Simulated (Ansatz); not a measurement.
# How many bands does the GW gap of SiC (P6_3mc) need?

Aim: see how the G0W0 gap of SiC (P6_3mc) on PBE moves with empty bands and screening cutoff, and what each rung costs.

Calculated with Ansatz 0.2.0; G0W0 on PBE, plane waves, PAW; PAW set soft_1.

**1. Set-up**

It takes space group P6_3mc (No. 186, hexagonal). The conventional cell has a = 3.074 Å, b = 3.074 Å, c = 5.045 Å, α = 90.00°, β = 90.00°, γ = 120.00°. Nearest to Si lie 4 C at 1.88 to 1.90 Å. C has 4 Si at 1.88 to 1.90 Å nearest. Farther neighbours are not listed.

The cell and positions are those that the Materials Project relaxed with its own functionals (PBE, PBE+U or r2SCAN), kept fixed.

**2. 43 empty bands, screening to 60 eV**

Now the one-shot GW correction: screening in the RPA, then the self-energy of the levels asked for. This step takes PAW set soft_1 files.

File input.yaml:

```yaml
crystal:
  lattice:
    - [3.0735139282, 0.0, 0.0]
    - [-1.5367569641, 2.6617411407, 0.0]
    - [0.0, 0.0, 5.04524771]
  atoms:
    - { symbol: Si, position: [0.33333333, 0.66666667, 0.4996024] }
    - { symbol: Si, position: [0.66666667, 0.33333333, 0.9996024] }
    - { symbol: C, position: [0.33333333, 0.66666667, 0.8753976] }
    - { symbol: C, position: [0.66666667, 0.33333333, 0.3753976] }
kpoints:
  mp_grid: { grid: [6, 6, 4] }
hamiltonian:
  xc: pbe
  pseudopotentials: { kind: paw, azcp: { folder: soft_1 } }
scf:
  occupations: { method: fixed }
gw:
  n_empty_bands: 43
  ecut_chi: 60
  qp_bands: [v2, c2]
  qp_kpoints: band_edges
  screening: { model: contour_deformation }
```

Launch:

```sh
> ansatz run input.yaml --threads 3 --pin off --max-ram 92160MiB --backend cuda --events-out ev --progress --plain --runs-dir out --devices 1 --max-vram 13GiB
```

Numbers of over 12 decimals in the logs are rounded to 6 here.

The program printed:

```text
GPUs: using 1 of 1 available (devices: 1).
Engine: ansatz 0.2.0, x86_64-unknown-linux-gnu
Pseudopotentials: kind: paw
Pseudopotential: Si, paw, valence charge 4, recommended cutoff 420 eV (normal), soft_1/Si.paw.azcp
Pseudopotential: C, paw, valence charge 4, recommended cutoff 420 eV (normal), soft_1/C.paw.azcp
Functional definition: PBE
  parameter kappa = 0.804
  parameter beta = 0.066725
  exchange = pbe_x(kappa = kappa, mu = beta*pi^2/3)
  correlation = pbe_c(beta = beta)
device memory: the entry about to start is reckoned to put 0.5 GiB on a device that reports 50.0 GiB free (of which the cap on the GPU budget leaves the run 13.0 GiB)
GPU FFT provider: cuFFT
GPU libraries: cuBLAS 13.8.2, cuFFT 12.4.0, cuSOLVER 12.3.4
Crystal: 4 atoms, lattice volume = 41.275 Å³
Basis set: ecut = 420 eV, 785 PW (Γ)
Bands: 12, of which v1, the nominal top of the filled ones, is band 8 counted from 1 (7 counted from 0)
Symmetry: 12 space group operations
Space group: P63mc (ITA 186), of the structure as read, at distance tolerance 3.5e-5 Å
k-points: 21 of 144 (time reversal used)
Non-local potential: Si, projectors of the file, l = 0: 2, l = 1: 2, l = 2: 1
Non-local potential: C, projectors of the file, l = 0: 2, l = 1: 2, l = 2: 1
PAW form: soft (Blöchl's): semilocal exchange-correlation on the pseudo side does not see the compensation charge
PAW one-centre angular grid: Si, 110 points (default); XC on 64 Gauss nodes
PAW one-centre angular grid: C, 110 points (default); XC on 64 Gauss nodes
Initial density: superposition of atomic densities (chi_scale 0.1, normalization cell, long waves kept (reshape's long-wave potential 0.00 eV rms))
Initial wavefunctions: pseudopotential atomic-orbital guess
GPU buffer pool allocated for 20736 grid points (all kernels)
GPU transforms: local potential and band sums: pruned to the plane-wave sphere, on 24×24×36
Functional: x = pbe(κ = 0.804, μ = 0.219515), c = pbe(β = 0.066725)
SCF iter   1: F=—  HF=-1777.330936 eV  |F-HF|=—  |Δ(HF+E_count)|=         —  Δρ=1.39e-1  dr2=9.76e0  ethr=3.10e-3  ⟨swp⟩=4.4  Hψ=1469  notcnv=0  defer=36
preconditioner: auto → none  [insulator: Δε(μ)=4.365 eV  Ē_g=12.793 eV  n_scr=2 (ndim 8)  ℏωp=23.1 eV  f_vac=0.000  ε∞_Penn≈4.3]
SCF iter   2: F=—  HF=-1774.445334 eV  |F-HF|=—  |Δ(HF+E_count)|=    2.89e0  Δρ=4.90e-2  dr2=6.03e-1  ethr=3.10e-3  ⟨swp⟩=3.5  Hψ=765  notcnv=0  defer=35
SCF iter   3: F=—  HF=-1774.299317 eV  |F-HF|=—  |Δ(HF+E_count)|=   1.46e-1  Δρ=1.97e-2  dr2=8.26e-2  ethr=3.10e-3  ⟨swp⟩=2.9  Hψ=591  notcnv=0  defer=37
SCF iter   4: F=—  HF=-1774.295142 eV  |F-HF|=—  |Δ(HF+E_count)|=   4.17e-3  Δρ=1.43e-3  dr2=6.66e-4  ethr=5.16e-4  ⟨swp⟩=2.0  Hψ=296  notcnv=0  defer=40
SCF iter   5: F=—  HF=-1774.295303 eV  |F-HF|=—  |Δ(HF+E_count)|=   1.61e-4  Δρ=2.06e-4  dr2=6.06e-6  ethr=4.16e-6  ⟨swp⟩=2.6  Hψ=460  notcnv=0  defer=40
SCF iter   6: F=—  HF=-1774.295312 eV  |F-HF|=—  |Δ(HF+E_count)|=   9.39e-6  Δρ=4.12e-5  dr2=4.98e-7  ethr=3.79e-8  ⟨swp⟩=2.0  Hψ=420  notcnv=0  defer=2
SCF iter   7: F=-1774.295312 eV  HF=-1774.295312 eV  |F-HF|=4.90e-9  |Δ(HF+E_count)|=   1.54e-7  Δρ=7.05e-6  dr2=1.11e-8  ethr=6.25e-10  ⟨swp⟩=5.8  Hψ=1280  notcnv=0
SCF 1 converged in 7 iterations: F = -1774.295312 eV  dr2 = 1.11e-8
  greatest PAW one-centre occupation: 0.647 electrons in one spin orbital (limit 2), on the C atom at site 3 (counted from 0), in its partial waves of l = 0
device memory: the entry about to start is reckoned to put 0.5 GiB on a device that reports 48.6 GiB free (of which the cap on the GPU budget leaves the run 13.0 GiB)
NSCF: frozen V_eff on 21 k-points, pencils in batches of 32, up to order 48
the band table was solved once the SCF had ended and its energy, with any forces and stress, was formed, with the checks that follow a solve (1669 applications of the Hamiltonian). They found nothing against the state; the energy, forces and stress were not computed again (output.eigenvalues in the input reference)
device memory: the entry about to start is reckoned to put 1.0 GiB on a device that reports 46.2 GiB free (of which the cap on the GPU budget leaves the run 13.0 GiB)
NSCF: frozen V_eff on 21 k-points, pencils in batches of 32, up to order 224
G₀W₀ screening: q 1/21
[... further progress lines ...]
SCF converged after 7 iterations
Free energy (F): -1774.295312 eV
Harris-Foulkes:  -1774.295312 eV  (|F-HF|=4.90e-9)
Internal energy: -1774.295312 eV  (E = F + TS)
E sigma→0 (E₀):  -1774.295312 eV
Fermi energy:    9.665993 eV
--- Per-component energies (eV) ---
  E_band       = 57.921057
  E_kinetic    = 267.207692
  E_local      = -192.333248  (includes V_loc(G=0)·N_el)
  E_nonlocal   = 90.303613
  E_hartree    = 64.569135
  E_xc         = -211.505005
  E_vxc        = -217.611789  (∫ρ·V_xc dr)
  E_paw        = -1223.291950  (= ΣΔE_a)
  E_vpaw       = -18.784294  (= ΣTr[D̂ρ^β])
  E_aug_tail   = 0.000106  (compensation charges beyond the density's cutoff)
  E_ewald      = -569.245654
  E_smearing   = -0.000000  (= −TS)
  E_closure    = 0.000000  (closes the sum)
  Σ components = -1774.295312   (vs F -1774.295312, Δ=0.00e0)
--- Band table (eV; the first three rows and the last of 21) ---
  k-point 0: bands = [... 4 lower, 8.3476, 9.5530, 9.6660, 9.6660, 14.4813, 15.8703, 16.3432, 16.3432]
  k-point 1: bands = [... 4 lower, 8.5157, 8.5157, 9.4441, 9.4441, 14.7627, 16.4636, 16.4636, 16.6945]
  k-point 2: bands = [... 4 lower, 8.9531, 8.9531, 8.9531, 8.9531, 15.5712, 15.5712, 17.0247, 17.0247]
  k-point 20: bands = [... 4 lower, 4.0121, 4.0121, 7.9245, 7.9245, 14.7419, 14.7419, 15.6836, 15.6836]
--- G₀W₀: contour deformation, 6 samples at zero and on the imaginary axis and 1 off it, 144 q-points, 43 empty bands' worth ---
  eigenvalues of the whole cell's RPA ε∞ on this k-mesh (on a slab, of 1 + 4πα/V) = 7.0228, 7.1424, 7.1424; static W/v taken at q = 0 is 0.140661
  bands read: the sum over 51 bands ends inside a degenerate multiplet in 7 slots, whose members it reads at an even weight; the widest, k=2: bands 51 to 52 (counted from 1) at 1/2 each
  gw.qp_kpoints: band_edges: 12 of 21 stored k-points solved, in 1 pass; an edge of the gap read off the rows below is read off those points alone
    valence top: of the k-points left out ik 2 came nearest to being solved in a further pass, in band 8 (counted from 1, as in the quasiparticle table): it holds the edge there only if its correction is more favourable than any solved in that band by at least 0.713 eV; those differ by 0.475 eV
    conduction bottom: of the k-points left out ik 11 came nearest to being solved in a further pass, in band 9 (counted from 1, as in the quasiparticle table): it holds the edge there only if its correction is more favourable than any solved in that band by at least 1.015 eV; those differ by 0.457 eV
    ik  band        ε_KS         Σx   Σc(E_QP)       V_xc       Z   E_QP_lin       E_QP  E_QP is
     0     7      9.6660   -18.3642     2.6468   -15.8111  0.7974     9.7596     9.7597  root
     0     8      9.6660   -18.3642     2.6468   -15.8111  0.7974     9.7596     9.7597  root
     0     9     14.4813    -9.2037    -4.3376   -14.5076  0.8096    15.4549    15.4476  root
     0    10     15.8703    -9.2913    -4.7671   -15.0286  0.7938    16.8508    16.8406  root
     1     7      9.4441   -18.4251     2.7082   -15.7761  0.7965     9.5033     9.5033  root
     1     8      9.4441   -18.4251     2.7082   -15.7761  0.7965     9.5033     9.5033  root
     1     9     14.7627    -9.1140    -4.3980   -14.4883  0.8085    15.7467    15.7390  root
     1    10     16.4636    -7.6536    -4.7017   -13.3398  0.8030    17.4582    17.4480  root
     3     7      9.1919   -18.2942     2.6588   -15.6684  0.7961     9.2249     9.2249  root
     3     8      9.3784   -18.5088     2.7268   -15.8343  0.7962     9.4307     9.4307  root
     3     9     14.5490    -7.9213    -4.3306   -13.1027  0.8120    15.4056    15.3998  root
     3    10     16.4315    -8.5464    -4.8427   -14.4173  0.7926    17.4722    17.4596  root
     4     7      8.5907   -18.2188     2.8063   -15.3522  0.7933     8.5304     8.5305  root
     4     8      9.0578   -18.4664     2.7864   -15.6827  0.7950     9.0606     9.0606  root
     4     9     14.4751    -7.7264    -4.3413   -12.8949  0.8124    15.3078    15.3023  root
     4    10     16.1163    -7.4899    -4.6619   -13.1146  0.8016    17.0887    17.0791  root
     6     7      7.8260   -17.8818     2.8323   -14.8976  0.7902     7.6739     7.6741  root
     6     8      8.7532   -18.6103     2.8779   -15.6975  0.7934     8.7184     8.7184  root
     6     9     13.0419    -7.4609    -4.0455   -12.2175  0.8195    13.7563    13.7530  root
     6    10     14.5685    -7.0123    -4.3008   -12.1444  0.8083    15.4057    15.3998  root
     7     7      8.1179   -18.3398     2.9182   -15.3096  0.7906     8.0058     8.0060  root
     7     8      8.3467   -18.5217     2.9522   -15.4762  0.7914     8.2533     8.2534  root
     7     9     13.0112    -7.5959    -4.0219   -12.3263  0.8182    13.7230    13.7197  root
     7    10     14.0498    -7.1442    -4.2664   -12.1747  0.8138    14.8184    14.8139  root
[...]
18     7      5.6144   -18.1175     3.5480   -14.1997  0.7686     5.2430     5.2446  root
    18     8      5.8259   -18.0930     3.5406   -14.1707  0.7714     5.4423     5.4441  root
    18     9     11.9367    -6.2343    -3.8260   -10.5794  0.8240    12.4575    12.4559  root
    18    10     17.8392    -6.7476    -5.1088   -12.8836  0.7770    18.8814    18.8663  root
    20     7      7.9245   -18.6496     3.0235   -15.4976  0.7890     7.7959     7.7961  root
    20     8      7.9245   -18.6496     3.0235   -15.4976  0.7890     7.7959     7.7961  root
    20     9     14.7419    -7.9195    -4.3386   -13.1495  0.8127    15.6397    15.6333  root
    20    10     14.7419    -7.9195    -4.3386   -13.1495  0.8127    15.6397    15.6333  root
```

Elapsed: 13 s, on 1 × NVIDIA H100 80GB HBM3 (shared by 6 runs) with 3 threads of AMD EPYC 7R13 (Zen 3), shared host; peak memory 0.98 GiB.

The column dr2 measures how far the density is from self-consistency, as an energy; F and HF (Harris–Foulkes) agree once it is small.

Numbers from this step:

* bands summed: 51
* RPA ε∞ on this mesh (eigenvalues): 7.023, 7.142, 7.142
* plane waves in the screening matrix: 37
* q-points in the mesh: 144
* G0W0 gap on the mesh: 2.696 eV
* k of the valence top: 0, 0, 0
* k of the conduction bottom: 0.3333, 0.3333, 0
* starting gap on the mesh: 2.271 eV
* Z at the valence top: 0.7974
* Z at the conduction bottom: 0.8240
* least direct G0W0 gap on the computed points: 4.716 eV

The gap on the mesh goes from 2.27 eV to 2.70 eV, a correction of +0.43 eV. Between the two edge states, bare exchange in place of the xc potential would open the gap by 6.90 eV, and correlation takes back 6.47 eV.

**3. 123 empty bands, screening to 120 eV**

Another rung: the empty bands reach about as high as the screening cutoff, so the two stay in balance.

Edit input.yaml of step 2 so:

```diff
@@ -18,4 +18,4 @@
 gw:
-  n_empty_bands: 43
-  ecut_chi: 60
+  n_empty_bands: 123
+  ecut_chi: 120
   qp_bands: [v2, c2]
```

The program printed:

```text
GPUs: using 1 of 1 available (devices: 1).
[...]
GPU FFT provider: cuFFT
GPU libraries: cuBLAS 13.8.2, cuFFT 12.4.0, cuSOLVER 12.3.4
Crystal: 4 atoms, lattice volume = 41.275 Å³
Basis set: ecut = 420 eV, 785 PW (Γ)
Bands: 12, of which v1, the nominal top of the filled ones, is band 8 counted from 1 (7 counted from 0)
Symmetry: 12 space group operations
[...]
k-points: 21 of 144 (time reversal used)
[...]
GPU buffer pool allocated for 20736 grid points (all kernels)
[...]
SCF iter   1: F=—  HF=-1777.330936 eV  |F-HF|=—  |Δ(HF+E_count)|=         —  Δρ=1.39e-1  dr2=9.76e0  ethr=3.10e-3  ⟨swp⟩=4.4  Hψ=1469  notcnv=0  defer=36
[...]
SCF iter   7: F=-1774.295312 eV  HF=-1774.295312 eV  |F-HF|=4.90e-9  |Δ(HF+E_count)|=   1.54e-7  Δρ=7.05e-6  dr2=1.11e-8  ethr=6.25e-10  ⟨swp⟩=5.8  Hψ=1280  notcnv=0
SCF 1 converged in 7 iterations: F = -1774.295312 eV  dr2 = 1.11e-8
[...]
NSCF: frozen V_eff on 21 k-points, pencils in batches of 32, up to order 48
[...]
NSCF: frozen V_eff on 21 k-points
G₀W₀ screening: q 1/21
[... further progress lines ...]
SCF converged after 7 iterations
Free energy (F): -1774.295312 eV
[...]
Internal energy: -1774.295312 eV  (E = F + TS)
E sigma→0 (E₀):  -1774.295312 eV
Fermi energy:    9.665993 eV
[...]
--- Band table (eV; the first three rows and the last of 21) ---
  k-point 0: bands = [... 4 lower, 8.3476, 9.5530, 9.6660, 9.6660, 14.4813, 15.8703, 16.3432, 16.3432]
  k-point 1: bands = [... 4 lower, 8.5157, 8.5157, 9.4441, 9.4441, 14.7627, 16.4636, 16.4636, 16.6945]
  k-point 2: bands = [... 4 lower, 8.9531, 8.9531, 8.9531, 8.9531, 15.5712, 15.5712, 17.0247, 17.0247]
  k-point 20: bands = [... 4 lower, 4.0121, 4.0121, 7.9245, 7.9245, 14.7419, 14.7419, 15.6836, 15.6836]
[...]
0     7      9.6660   -18.3642     2.0896   -15.8111  0.7907     9.2011     9.2025  root
     0     8      9.6660   -18.3642     2.0896   -15.8111  0.7907     9.2011     9.2025  root
     0     9     14.4813    -9.2037    -4.7196   -14.5076  0.8043    15.0682    15.0656  root
     0    10     15.8703    -9.2913    -5.1495   -15.0286  0.7873    16.4618    16.4581  root
     1     7      9.4441   -18.4251     2.1608   -15.7761  0.7900     8.9544     8.9560  root
     1     8      9.4441   -18.4251     2.1608   -15.7761  0.7900     8.9544     8.9560  root
     1     9     14.7627    -9.1140    -4.7816   -14.4883  0.8032    15.3581    15.3554  root
     1    10     16.4636    -7.6536    -5.0768   -13.3398  0.7994    17.0767    17.0730  root
[...]
20     7      7.9245   -18.6496     2.5370   -15.4976  0.7834     7.3063     7.3096  root
    20     8      7.9245   -18.6496     2.5370   -15.4976  0.7834     7.3063     7.3096  root
    20     9     14.7419    -7.9195    -4.7005   -13.1495  0.8086    15.2736    15.2714  root
    20    10     14.7419    -7.9195    -4.7005   -13.1495  0.8086    15.2736    15.2714  root
```

Elapsed: 18 s, on 1 × NVIDIA H100 80GB HBM3 (shared by 6 runs) with 3 threads; peak memory 1.1 GiB; 20 s of CPU time.

Numbers from this step:

```yaml
bands_summed: 131
rpa_eps_infinity_on_this_mesh_eigenvalues: 6.819, 6.937, 6.937
plane_waves_in_the_screening_matrix: 135
q_points_in_the_mesh: 144
g0w0_gap_on_the_mesh: 2.988 eV
k_of_the_valence_top: 0, 0, 0
k_of_the_conduction_bottom: 0.3333, 0.3333, 0
starting_gap_on_the_mesh: 2.271 eV
z_at_the_valence_top: 0.7907
z_at_the_conduction_bottom: 0.8219
least_direct_g0w0_gap_on_the_computed_points: 4.922 eV
```

Against the run with 6×6×4 mesh, 43 empty bands, screening to 60 eV, PAW set soft_1 files, the gap moves by +0.29 eV.

**4. 265 empty bands, screening to 200 eV**

Edit input.yaml of step 3 so:

```diff
@@ -18,4 +18,4 @@
 gw:
-  n_empty_bands: 123
-  ecut_chi: 120
+  n_empty_bands: 265
+  ecut_chi: 200.0
   qp_bands: [v2, c2]
```

The program printed:

```text
GPUs: using 1 of 1 available (devices: 1).
[...]
GPU FFT provider: cuFFT
GPU libraries: cuBLAS 13.8.2, cuFFT 12.4.0, cuSOLVER 12.3.4
Crystal: 4 atoms, lattice volume = 41.275 Å³
Basis set: ecut = 420 eV, 785 PW (Γ)
Bands: 12, of which v1, the nominal top of the filled ones, is band 8 counted from 1 (7 counted from 0)
Symmetry: 12 space group operations
[...]
k-points: 21 of 144 (time reversal used)
[...]
1    10     16.4636    -7.6536    -5.2016   -13.3398  0.7986    16.9505    16.9481  root
[...]
20     7      7.9245   -18.6496     2.3188   -15.4976  0.7818     7.0853     7.0914  root
    20     8      7.9245   -18.6496     2.3188   -15.4976  0.7818     7.0853     7.0914  root
    20     9     14.7419    -7.9195    -4.8408   -13.1495  0.8079    15.1323    15.1312  root
    20    10     14.7419    -7.9195    -4.8408   -13.1495  0.8079    15.1323    15.1312  root
[key lines of the parts left out:]
SCF converged after 7 iterations
Free energy (F): -1774.295312 eV
Fermi energy:    9.665993 eV
```

Wall time 13 s (1 × NVIDIA H100 80GB HBM3 (shared by 6 runs) with 3 threads); peak memory 1.3 GiB.

This step gave:

| Item | Value |
| --- | --- |
| bands summed | 273 |
| RPA ε∞ on this mesh (eigenvalues) | 6.814, 6.932, 6.932 |
| plane waves in the screening matrix | 263 |
| G0W0 gap on the mesh | 3.152 eV |
| k of the valence top | 0, 0, 0 |
| k of the conduction bottom | 0.3333, 0.3333, 0 |
| starting gap on the mesh | 2.271 eV |
| least direct G0W0 gap on the computed points | 5.039 eV |

Against the run with 6×6×4 mesh, 123 empty bands, screening to 120 eV, PAW set soft_1 files, the gap moves by +0.16 eV.

**5. Changing the k mesh: 6×6×2 mesh, 123 empty bands, screening to 120 eV, PAW set soft_1 files**

A second mesh at equal bands and cutoff isolates the sampling error. Bands and cutoff differ from the step before, so it is read against an earlier run that matches them.

Edit input.yaml of step 4 so:

```diff
@@ -11,3 +11,3 @@
 kpoints:
-  mp_grid: { grid: [6, 6, 4] }
+  mp_grid: { grid: [6, 6, 2] }
 hamiltonian:
@@ -18,4 +18,4 @@
 gw:
-  n_empty_bands: 265
-  ecut_chi: 200.0
+  n_empty_bands: 123
+  ecut_chi: 120
   qp_bands: [v2, c2]
```

The program printed:

```text
GPUs: using 1 of 1 available (devices: 1).
[...]
GPU FFT provider: cuFFT
GPU libraries: cuBLAS 13.8.2, cuFFT 12.4.0, cuSOLVER 12.3.4
Crystal: 4 atoms, lattice volume = 41.275 Å³
Basis set: ecut = 420 eV, 785 PW (Γ)
Bands: 12, of which v1, the nominal top of the filled ones, is band 8 counted from 1 (7 counted from 0)
Symmetry: 12 space group operations
[...]
k-points: 14 of 72
[...]
1    10     15.5716    -8.8790    -4.9411   -14.4344  0.8000    16.1889    16.1858  root
[...]
13     7      7.9233   -18.7431     2.6192   -15.4969  0.7825     7.2929     7.2963  root
    13     8      7.9233   -18.7431     2.6192   -15.4969  0.7825     7.2929     7.2963  root
    13     9     14.7413    -7.8343    -4.7806   -13.1502  0.8069    15.2788    15.2766  root
    13    10     14.7413    -7.8343    -4.7806   -13.1502  0.8069    15.2788    15.2766  root
[key lines of the parts left out:]
SCF converged after 7 iterations
Free energy (F): -1774.299625 eV
Fermi energy:    9.666810 eV
```

It took 12 s on 1 × NVIDIA H100 80GB HBM3 (shared by 6 runs) with 3 threads; peak memory 1 GiB.

Numbers from this step:

| Property | Result |
| --- | --- |
| bands summed | 131 |
| RPA ε∞ on this mesh (eigenvalues) | 6.664, 6.906, 6.906 |
| plane waves in the screening matrix | 135 |
| G0W0 gap on the mesh | 2.999 eV |
| k of the valence top | 0, 0, 0 |
| k of the conduction bottom | 0.3333, 0.3333, 0 |
| starting gap on the mesh | 2.269 eV |
| least direct G0W0 gap on the computed points | 4.927 eV |

Against the run with 6×6×4 mesh, 123 empty bands, screening to 120 eV, PAW set soft_1 files, the gap moves by +0.010 eV.

(Part 1 of 2 ends here.)

[Paths, hosts, dates, memory and timing lines, banners, echoed tables and standing remarks are left out of the program output.]

[Logs are printed without paths, hosts, clocks, repeated set-up lines and the standing remarks that a program may print on its own settings, such as how far it seeks lower states.]

[Runs of the session that timed out or met a known fault of the program may be left out.]

[Cells called generated may have been cut or substituted from an entry of the Crystallography Open Database or the Materials Project.]

[Hosts, paths, dates, database ids (printed as entryN), source tags and the programs' standing remarks are cut or masked in the printed files.]
